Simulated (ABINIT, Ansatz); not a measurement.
# Re (Rhenium): phonons by linear response, part 2 of 4

Aim: the phonon dispersion of Re (Rhenium), checked by a second program.

ABINIT 10.8.3; DFT PBE, scalar-relativistic, plane waves, PseudoDojo norm-conserving pseudopotentials.

So far. Step 3 (Relaxation): The volume changes by +1.6 % in this run and stands +1.6 % from the first cell. Step 4 (Ground state): The cell stands at -0.33 GPa: the relaxation ran with a smoothed and higher cutoff, and the difference is a stress of the finite basis. The relaxed cell has a = 2.774, c = 4.488 Å (conventional setting).

## (5) Zone-centre response

At q = 0 one unit cell holds all displacements. The response is solved for single atoms along the cell's directions, and symmetry skips those that follow from others. The crystal is treated as a metal, which screens a static field, so no field response is asked.

Input file dfpt_gamma.abi:

```

# common to the responses
getwfk_filepath "gso_WFK"
kptopt 2
nqpt 1
qpt 0.0 0.0 0.0
asr 0
chneut 0

# displacements
rfphon 1
rfatpol 1 2
rfdir 1 1 1
tolvrs 1.0d-10
prtwf 0
prtpot 1

# basis, mesh and filling
ecut 30.0
ngkpt 12 12 6
nshiftk 1
shiftk 0.0 0.0 0.0
istwfk *1
occopt 7
tsmear 0.01
nband 23
nstep 100
diemac 1000000.0
prtebands 0
prtgsr 0

# cell and atoms
acell 3*1.0 Angstrom
rprim 
    2.773912257 0.0 0.0
    -1.386956128 2.402278482 0.0
    0.0 0.0 4.488238249
ntypat 1
znucl 75
natom 2
typat 1 1
xred 
    1/3 2/3 0.25
    2/3 1/3 0.75
pp_dirpath "./pseudo"
pseudos "Re.upf"
```

Run with:

```bash
$ OMP_NUM_THREADS=1 mpirun -n 16 abinit dfpt_gamma.abi > dfpt_gamma.log
```

Numbers of over 12 decimals in the logs are rounded to 6 here.

dfpt_gamma.abo, the main output file:

```text
[banners, grids, parts of the stress and lines that vanish by symmetry left out]
- input  file    -> dfpt_gamma.abi
- output file    -> dfpt_gamma.abo
- root for input  files -> dfpt_gammai
- root for output files -> dfpt_gammao

 Symmetries : space group P6_3/m m c (#194); Bravais hP (primitive hexag.)
================================================================================
 Values of the parameters that define the memory need of the present run (RF).
     intxc =       0      iscf =       7    lmnmax =       8     lnmax =       8
     mgfft =      45  mpssoang =       4    mqgrid =    3001     natom =       2
  nloc_mem =       1    nspden =       1   nspinor =       1    nsppol =       1
      nsym =      24    n1xccc =    2501    ntypat =       1    occopt =       7
   xclevel =       2
-    mband =          23        mffmem =           1         mkmem =          28
-   mkqmem =          28        mk1mem =          28           mpw =        1605
      nfft =       32805          nkpt =         436
- my_mband =          23
================================================================================
================================================================================

--------------------------------------------------------------------------------
------------- Echo of variables that govern the present computation ------------
--------------------------------------------------------------------------------
-
- outvars: echo of selected default values
-   iomode0 =  0 , fftalg0 =312 , wfoptalg0 =  0
-
- outvars: echo of global parameters not present in the input file
-  max_nthreads =    1
-
 -outvars: echo values of preprocessed input variables
 [... echo left out ...]
================================================================================

 chkinp: Checking input parameters for consistency.

[...]
== DATASET  1 ==================================================================
-   mpi_nproc: 16, omp_nthreads: 1 (-1 if OMP is not activated)

--- !DatasetInfo
iteration_state: {dtset: 1, }
dimensions: {natom: 2, nkpt: 436, mband: 23, nsppol: 1, nspinor: 1, nspden: 1, mpw: 1605, }
cutoff_energies: {ecut:  30.0, pawecutdg:  -1.0, }
electrons: {nelect:   3.00000000E+01, charge:   0.00000000E+00, occopt:   7.00000000E+00, tsmear:   1.00000000E-02, }
meta: {optdriver: 1, rfphon: 1, }
...

 mkfilename: getwfk from: gso_WFK

 Real(R)+Recip(G) space primitive vectors, cartesian coordinates (Bohr,Bohr^-1):
 R(1)=  5.2419345  0.0000000  0.0000000  G(1)=  0.1907693  0.1101407  0.0000000
 R(2)= -2.6209672  4.5396484  0.0000000  G(2)=  0.0000000  0.2202814  0.0000000
 R(3)=  0.0000000  0.0000000  8.4815411  G(3)=  0.0000000  0.0000000  0.1179031
 Unit cell volume ucvol=  2.0183133E+02 bohr^3
 Angles (23,13,12)=  9.00000000E+01  9.00000000E+01  1.20000000E+02 degrees
 setup1 : take into account q-point for computing boxcut.

 getcut: wavevector=  0.0000  0.0000  0.0000  ngfft=  27  27  45
         ecut(hartree)=     30.000   => boxcut(ratio)=   2.01365

--- Pseudopotential description ------------------------------------------------
- pspini: atom type   1  psp file is ./pseudo/Re.upf

   1.62755419E+03                                ecore*ucvol(ha*bohr**3)
--------------------------------------------------------------------------------

 ==>  initialize data related to q vector <==

 The list of irreducible perturbations for this q vector is:
    1)    idir= 1    ipert=   1
    2)    idir= 3    ipert=   1

[...]
The perturbation idir=   2  ipert=   1 is
 symmetric of a previously calculated perturbation.
 So, its SCF calculation is not needed.

 The perturbation idir=   1  ipert=   2 is
 symmetric of a previously calculated perturbation.
 So, its SCF calculation is not needed.

 The perturbation idir=   2  ipert=   2 is
 symmetric of a previously calculated perturbation.
 So, its SCF calculation is not needed.

 The perturbation idir=   3  ipert=   2 is
 symmetric of a previously calculated perturbation.
 So, its SCF calculation is not needed.

--------------------------------------------------------------------------------
 Perturbation wavevector (in red.coord.)   0.000000  0.000000  0.000000
 Perturbation : displacement of atom   1   along direction   1
 Found     2 symmetries that leave the perturbation invariant.

[...]
dfpt_looppert : total number of electrons, from k and k+q
  fully or partially occupied states are    3.000000E+01 and    3.000000E+01.
 Initialisation of the first-order wave-functions :
  ireadwf=   0

--- !BeginCycle
iteration_state: {dtset: 1, }
solver: {iscf: 7, nstep: 100, nline: 4, wfoptalg: 0, }
tolerances: {tolvrs: 1.00E-10, }
...

     iter   2DEtotal(Ha)        deltaE(Ha) residm    vres2
-ETOT  1   1.713780     -1.520E+03 2.424E+00 1.766E+02
 ETOT  2   1.251416     -4.624E-01 4.685E-02 8.854E+00
 ETOT  3   1.244590     -6.826E-03 7.959E-04 1.007E-01
 ETOT  4   1.244509     -8.100E-05 1.179E-04 7.682E-03
 ETOT  5   1.244524      1.569E-05 3.333E-06 6.165E-02
[...]
At SCF step    9       vres2   =  1.06E-11 < tolvrs=  1.00E-10 =>converged.
[...]
Mean square residual over all n,k,spin=   21.672E-14; max=  27.634E-11

 Thirteen components of 2nd-order total energy (hartree) are
 1,2,3: 0th-order hamiltonian combined with 1st-order wavefunctions
     kin0=   1.18178434E+03 eigvalue=   4.55998054E+01  local=  -6.70387828E+02
 4,5,6: 1st-order hamiltonian combined with 1st and 0th-order wfs
 loc psp =  -2.15898373E+03  Hartree=   4.95905900E+02     xc=  -1.00121236E+02
 note that "loc psp" includes a xc core correction that could be resolved
 7,8,9: eventually, occupation + non-local contributions
    edocc=   2.48997107E+02     enl0=   3.18230481E+02   enl1=  -8.81033405E+02
 1-9 gives the relaxation energy (to be shifted if some occ is /=2.0)
   erelax=  -1.52000856E+03
 10,11,12 Non-relaxation  contributions : frozen-wavefunctions and Ewald
 fr.local=   1.02653318E+03 fr.nonlo=   4.40611127E+02  Ewald=   1.83541808E+01
 13,14 Frozen wf xc core corrections (1) and (2)
 frxc 1  =  -1.33064132E+02  frxc 2 =   1.68818710E+02
 Resulting in :
 2DEtotal=    0.1244505881E+01 Ha. Also 2DEtotal=    0.338647302217E+02 eV
    (2DErelax=   -1.5200085650E+03 Ha. 2DEnonrelax=    1.5212530708E+03 Ha)
    (  non-var. 2DEtotal :    1.2445045412E+00 Ha)

[...]
Perturbation wavevector (in red.coord.)   0.000000  0.000000  0.000000
 Perturbation : displacement of atom   1   along direction   3
 Found     6 symmetries that leave the perturbation invariant.

--------------------------------------------------------------------------------

--------------------------------------------------------------------------------

 dfpt_looppert : total number of electrons, from k and k+q
  fully or partially occupied states are    3.000000E+01 and    3.000000E+01.
 Initialisation of the first-order wave-functions :
  ireadwf=   0

--- !BeginCycle
iteration_state: {dtset: 1, }
solver: {iscf: 7, nstep: 100, nline: 4, wfoptalg: 0, }
tolerances: {tolvrs: 1.00E-10, }
...

     iter   2DEtotal(Ha)        deltaE(Ha) residm    vres2
-ETOT  1   14.291560269474     -4.824E+03 5.378E+00 4.851E+04
[...]
ETOT  9   2.821062     -1.701E-10 3.551E-08 5.218E-10
 ETOT 10   2.821062      1.737E-10 5.094E-09 8.426E-12

 At SCF step   10       vres2   =  8.43E-12 < tolvrs=  1.00E-10 =>converged.
[...]
Mean square residual over all n,k,spin=   25.458E-13; max=  50.935E-10

 Thirteen components of 2nd-order total energy (hartree) are
 1,2,3: 0th-order hamiltonian combined with 1st-order wavefunctions
     kin0=   3.18745897E+03 eigvalue=   8.59877151E+01  local=  -1.80408178E+03
 4,5,6: 1st-order hamiltonian combined with 1st and 0th-order wfs
 loc psp =  -7.35866787E+03  Hartree=   2.13447435E+03     xc=  -2.80853195E+02
 note that "loc psp" includes a xc core correction that could be resolved
 7,8,9: eventually, occupation + non-local contributions
    edocc=   6.67924595E+02     enl0=   8.44812784E+02   enl1=  -2.31277899E+03
 1-9 gives the relaxation energy (to be shifted if some occ is /=2.0)
   erelax=  -4.83572343E+03
 10,11,12 Non-relaxation  contributions : frozen-wavefunctions and Ewald
 fr.local=   2.67595217E+03 fr.nonlo=   1.15731381E+03  Ewald=   9.11649487E+02
 13,14 Frozen wf xc core corrections (1) and (2)
 frxc 1  =  -3.48327517E+02  frxc 2 =   4.41956542E+02
 Resulting in :
 2DEtotal=    0.2821062158E+01 Ha. Also 2DEtotal=    0.767650119927E+02 eV
    (2DErelax=   -4.8357234315E+03 Ha. 2DEnonrelax=    4.8385444937E+03 Ha)
    (  non-var. 2DEtotal :    2.8210619731E+00 Ha)

[...]
---- first-order wavefunction calculations are completed ----

 ==> Compute Derivative Database <==

 [... matrices left out ...]
  Phonon wavevector (reduced coordinates) :  0.00000  0.00000  0.00000
 Phonon energies in Hartree :
  -1.241144E-05 -4.601465E-06 -4.601464E-06  4.808540E-04  5.165705E-04
   5.165705E-04
 Phonon frequencies in cm-1    :
- -2.723997E+00 -1.009905E+00 -1.009905E+00  1.055352E+02  1.133741E+02
-  1.133741E+02

== END DATASET(S) ==============================================================
================================================================================

 -outvars: echo values of variables after computation
            acell      1.8897261259E+00  1.8897261259E+00  1.8897261259E+00 Bohr
           etotal      2.8210621575E+00
            fcart      0.0000000000E+00  0.0000000000E+00  0.0000000000E+00
           strten      0.0000000000E+00  0.0000000000E+00  0.0000000000E+00
================================================================================
```

It took 43 s on 16 MPI ranks of Arm Neoverse V1, shared host; 11 min of CPU time.

Numbers from this step:

```yaml
largest_acoustic_frequency_at_the_zone_centre_before_the_sum_rule: -2.72 cm⁻¹
highest_optical_zone_centre_mode_no_lo_to_term: 113.4 cm⁻¹
lowest_optical_zone_centre_mode: 105.5 cm⁻¹
```

The acoustic modes at Γ come out as far as 2.7 cm⁻¹ from zero, where they should vanish, a small numerical error.

## (6) Phonons on a q mesh

Linear response treats each wavevector of the 3×3×2 mesh in the unit cell; the first-order potentials are kept for the electron-phonon matrix elements.

Input file dfpt_q.abi:

```
ndtset 5

# wavevectors
qpt1 0.3333333333 0.0 0.0
qpt2 0.3333333333 0.3333333333 0.0
qpt3 0.0 0.0 0.5
qpt4 0.3333333333 0.0 0.5
qpt5 0.3333333333 0.3333333333 0.5

# displacements
getwfk_filepath "gso_WFK"
getwfq_filepath "gso_WFK"
kptopt 3
nqpt 1
rfphon 1
rfatpol 1 2
rfdir 1 1 1
tolvrs 1.0d-10
prtwf 0
prtpot 1

# basis, mesh and filling
ecut 30.0
ngkpt 12 12 6
nshiftk 1
shiftk 0.0 0.0 0.0
istwfk *1
occopt 7
tsmear 0.01
nband 23
nstep 100
diemac 1000000.0
prtebands 0
prtgsr 0

# cell and atoms
acell 3*1.0 Angstrom
rprim 
    2.773912257 0.0 0.0
    -1.386956128 2.402278482 0.0
    0.0 0.0 4.488238249
ntypat 1
znucl 75
natom 2
typat 1 1
xred 
    1/3 2/3 0.25
    2/3 1/3 0.75
pp_dirpath "./pseudo"
pseudos "Re.upf"
```

Run with:

```bash
$ OMP_NUM_THREADS=1 mpirun -n 16 abinit dfpt_q.abi > dfpt_q.log
```

dfpt_q.abo, the main output file:

```text
[banners, grids, parts of the stress and lines that vanish by symmetry left out]
- input  file    -> dfpt_q.abi
- output file    -> dfpt_q.abo
- root for input  files -> dfpt_qi
[...]
DATASET    1 : space group P6_3/m m c (#194); Bravais hP (primitive hexag.)
[...]
nfft =       32805          nkpt =         864
[...]
DATASET    2 : space group P6_3/m m c (#194); Bravais hP (primitive hexag.)
[...]
nfft =       32805          nkpt =         864
[...]
DATASET    3 : space group P6_3/m m c (#194); Bravais hP (primitive hexag.)
[...]
nfft =       32805          nkpt =         864
[...]
DATASET    4 : space group P6_3/m m c (#194); Bravais hP (primitive hexag.)
[...]
nfft =       32805          nkpt =         864
[...]
DATASET    5 : space group P6_3/m m c (#194); Bravais hP (primitive hexag.)
[...]
nfft =       32805          nkpt =         864
[...]
== DATASET  1 ==================================================================
[...]
cutoff_energies: {ecut:  30.0, pawecutdg:  -1.0, }
[...]
Perturbation : displacement of atom   1   along direction   1
[...]
-ETOT  1   15.885083404701     -1.876E+03 2.427E+00 9.278E+04
 ETOT  2   79.594708985789      6.371E+01 6.635E+00 6.109E+05
 ETOT  3   5.761627     -7.383E+01 5.105E+00 6.180E+03
 ETOT  4   4.991248     -7.704E-01 9.010E+00 1.290E+02
 ETOT  5   4.956634     -3.461E-02 1.747E+00 1.903E+01
[...]
At SCF step   14       vres2   =  3.64E-11 < tolvrs=  1.00E-10 =>converged.
[...]
Perturbation : displacement of atom   1   along direction   2
[...]
-ETOT  1   2.731271     -1.564E+03 2.296E+00 2.146E+02
[...]
At SCF step   12       vres2   =  1.99E-11 < tolvrs=  1.00E-10 =>converged.
[...]
Perturbation : displacement of atom   1   along direction   3
[...]
-ETOT  1   12.941185615118     -4.459E+03 6.281E+00 1.120E+04
[...]
At SCF step   13       vres2   =  1.93E-12 < tolvrs=  1.00E-10 =>converged.
[...]
Phonon wavevector (reduced coordinates) :  0.33333  0.00000  0.00000
 Phonon energies in Hartree :
[...]
Phonon frequencies in cm-1    :
-  9.910852E+01  1.045846E+02  1.160878E+02  1.522437E+02  1.694317E+02
-  1.781625E+02
[...]
== DATASET  2 ==================================================================
[...]
cutoff_energies: {ecut:  30.0, pawecutdg:  -1.0, }
[...]
- 75.00000  15.00000  171031                  znucl, zion, pspdat
[...]
Perturbation : displacement of atom   1   along direction   1
[...]
-ETOT  1   7.141914     -1.796E+03 4.977E+00 4.403E+03
[...]
At SCF step   11       vres2   =  1.11E-11 < tolvrs=  1.00E-10 =>converged.
[...]
Perturbation : displacement of atom   1   along direction   3
[...]
-ETOT  1   6.197450     -4.362E+03 7.993E+00 9.706E+03
[...]
ETOT 10   2.565883      2.001E-11 3.560E+00 3.483E-08
 ETOT 11   2.565883     -1.091E-11 2.366E+00 2.577E-11
 At SCF step   11       vres2   =  2.58E-11 < tolvrs=  1.00E-10 =>converged.
[...]
Phonon wavevector (reduced coordinates) :  0.33333  0.33333  0.50000
 Phonon energies in Hartree :
[...]
Phonon frequencies in cm-1    :
-  4.747321E+01  4.747321E+01  1.543999E+02  1.543999E+02  1.903100E+02
-  1.903100E+02
[...]
strten3     0.0000000000E+00  0.0000000000E+00  0.0000000000E+00
           
================================================================================
```

It took 15 min on 16 MPI ranks; 4 h of CPU time.

Numbers from this step:

| Quantity | Value |
| --- | --- |
| lowest mode on the q mesh (acoustic ones at the zone centre apart) | 47.47 cm⁻¹ |

Frequencies (cm⁻¹) before the sum rule at the irreducible wavevectors but Γ, which is solved apart; negative means imaginary. Frequencies by wavevector:

```tsv
q (fractions)	star	mode 1	mode 2	mode 3	mode 4	mode 5	mode 6
0.3333 0 0	6	99.11	104.6	116.1	152.2	169.4	178.2
0.3333 0.3333 0	2	121.7	150.9	150.9	152.9	187.5	187.5
0 0 0.5	1	80.21	80.21	80.21	80.21	161.9	161.9
0.3333 0 0.5	6	112.2	112.2	114.2	114.2	176.6	176.6
0.3333 0.3333 0.5	2	47.47	47.47	154.4	154.4	190.3	190.3
```

[end of part 2 of 4]

[Host names and launcher messages were left out of these logs when they were recorded.]

[Logs are printed without paths, hosts, clocks, repeated set-up lines and the standing remarks that a program may print on its own settings, such as how far it seeks lower states.]

[Hosts, paths, dates, database ids (printed as entryN), source tags and the programs' standing remarks are cut or masked in the printed files.]
